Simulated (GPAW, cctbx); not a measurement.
# CdBrCl: what bonding does to one electron reflection, worked out

CdBrCl, P4/nmm (no. 129, origin choice 1), a = 5.1948 Å, b = 5.1948 Å, c = 6.2121 Å, α = 90.00°, β = 90.00°, γ = 90.00°.

| atom | mult. | x | y | z |
| --- | --- | --- | --- | --- |
| Cd1 | 2 | 0 | 1/2 | 0.7954 |
| Br1 | 2 | 1/2 | 1/2 | 0 |
| Cl1 | 2 | 0 | 1/2 | 0.4129 |

The start was made by putting kin elements into a known structure type; the compound need not exist, or be stable, in this form.

A DFT run (GPAW, PBE, 450 eV, 4×4×3 k-points (along the axes of the calculation cell), Fermi–Dirac width 0.05 eV) gives the static X-ray structure factor of 001 as 64.882 e for the conventional cell; superposed free atoms give 65.322 e. **Problem.** Find the Fourier component V of the crystal potential and the two-beam extinction distance at 200 kV in both cases.

## 1. Geometry

The cell volume is Ω = 167.64 Å³ and d(001) = 6.2121 Å, so g = 1/d = 0.1610 Å⁻¹.

## 2. The nuclei

Electrons feel nuclei as well as electrons, so the nuclear charges are summed with the same phases.

Phase sums Σ exp(2πi h·x), turned so that the total is real and positive: Cd +0.562, Br +2.000, Cl -1.708. Then F_Z = 48 × (+0.562) + 35 × (+2.000) + 17 × (-1.708) = 67.96 e. The electron term has the same sign for this reflection.

## 3. Mott–Bethe

Poisson's equation, term by term, gives V = (e/4πε₀)(F_Z − F)/(πΩg²), with e/4πε₀ = 14.3996 V Å.

The prefactor is 14.3996 × 6.2121²/(π × 167.64) = 1.05513 V per electron. Free atoms: (67.96 − 65.322) × 1.05513 = 2.779 V. Crystal: (67.96 − 64.882) × 1.05513 = 3.243 V. F changes by -0.67 % and V by +16.7 %: the same 0.44 e is measured against F_Z − F = 2.6 e in place of F = 65.3 e.

## 4. Extinction distance

In the two-beam case ξ = 1/(λU) with U = 2γm₀eV/h², that is ξ = 150.41 V Å²/(γλV).

At 200 kV, λ = 0.02508 Å and γ = 1.3914. Free atoms: ξ = 1551 Å. Crystal: ξ = 1329 Å. The thickness fringes go as sin²(πt/ξ), so the two patterns slip by a quarter of a period when t|1/ξ₁ − 1/ξ₀| = 1/4, at t ≈ 232 nm. Thermal motion, absorption and many-beam coupling, left out here, change a real pattern.

## 5. Answer

V(001) is 3.24 V against 2.78 V, and ξ is 1329 against 1551 Å. Limits: static atoms, two beams.
